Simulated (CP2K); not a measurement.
Consider ethynylpyrazine at its PBE geometry (Å).

```xyz
12

C     3.0007    1.1061    0.2248
C     1.8602    0.7064    0.1099
C     0.5224    0.2151    0.0087
C    -0.0139   -0.6205    1.0135
N    -1.2604   -1.1028    0.9533
C    -1.9795   -0.7490   -0.1246
C    -1.4567    0.0804   -1.1220
N    -0.2120    0.5714   -1.0720
H     4.0032    1.4704    0.3098
H     0.5901   -0.8990    1.8794
H    -2.9970   -1.1391   -0.1902
H    -2.0571    0.3605   -1.9907
```

Method: CP2K XAS_TDP, all-electron GAPW, PBEh(45%), aug-cc-pVDZ, TDA, GW2X-corrected core level, no relativity.

Q: Where do the C K-edge lines lie, and how strong are they?

Leading lines: C1 287.18 eV, C2 287.38 eV, C3 287.45 eV, C4 287.14 eV, C6 287.04 eV and C7 287.29 eV. The leading line of an atom is its first one with 35 % of the strongest within 2.5 eV of its lowest line over the strength cut. Core ionisation energies at this level: C4 293.24, C7 293.25, C3 293.60, C6 293.19, C1 292.45 and C2 292.43 eV.

The first six lines of each atom with a strength over 0.0015:

| atom | energy (eV) | states | strength, one atom | above the computed threshold |
| --- | --- | --- | --- | --- |
| C1 (bonded to C and H) | 287.18 | 1 | 0.0411 |  |
|  | 288.06 | 1 | 0.0482 |  |
|  | 290.57 | 1 | 0.0062 |  |
|  | 291.24 | 1 | 0.0051 |  |
|  | 291.58 | 1 | 0.0033 |  |
|  | 291.85 | 1 | 0.0029 |  |
| C2 (bonded to 2 C) | 287.38 | 1 | 0.0244 |  |
|  | 287.93 | 1 | 0.0506 |  |
|  | 289.29 | 1 | 0.0050 |  |
|  | 290.44 | 1 | 0.0263 |  |
|  | 292.69 | 1 | 0.0016 | yes |
|  | 293.92 | 1 | 0.0022 | yes |
| C3 (bonded to 2 C and N) | 287.45 | 1 | 0.0461 |  |
|  | 289.40 | 1 | 0.0019 |  |
|  | 291.51 | 1 | 0.0031 |  |
|  | 292.14 | 1 | 0.0017 |  |
|  | 292.63 | 1 | 0.0092 |  |
|  | 293.39 | 1 | 0.0020 |  |
| C4 (bonded to C, N and H) | 287.14 | 1 | 0.0542 |  |
|  | 291.33 | 1 | 0.0126 |  |
|  | 292.26 | 1 | 0.0040 |  |
|  | 292.88 | 2 | 0.0078 |  |
|  | 293.51 | 1 | 0.0019 | yes |
|  | 293.81 | 1 | 0.0051 | yes |
| C6 (bonded to C, N and H) | 287.04 | 1 | 0.0502 |  |
|  | 288.98 | 1 | 0.0028 |  |
|  | 291.09 | 1 | 0.0126 |  |
|  | 292.21 | 1 | 0.0026 |  |
|  | 292.58 | 1 | 0.0102 |  |
|  | 293.41 | 1 | 0.0031 | yes |
| C7 (bonded to C, N and H) | 287.29 | 1 | 0.0509 |  |
|  | 288.76 | 1 | 0.0033 |  |
|  | 291.16 | 1 | 0.0128 |  |
|  | 292.22 | 1 | 0.0027 |  |
|  | 292.61 | 1 | 0.0089 |  |
|  | 292.77 | 1 | 0.0022 |  |

Lines are vertical, at one geometry, with no vibrational structure. GW2X ionisation energies and lines can be off by 1 to 2 eV either way, and a good line position may hide errors that cancel. These values hold no scalar relativity, about 0.1 eV for C 1s. Rydberg lines, and the discretised continuum above threshold, depend on the basis and the box.

[Banner, clock and machine lines of the logs are left out without a mark of their own.]

[Logs are printed without paths, hosts, clocks, repeated set-up lines and the standing remarks that a program may print on its own settings, such as how far it seeks lower states.]

[Hosts, paths, dates, database ids (printed as entryN), source tags and the programs' standing remarks are cut or masked in the printed files.]
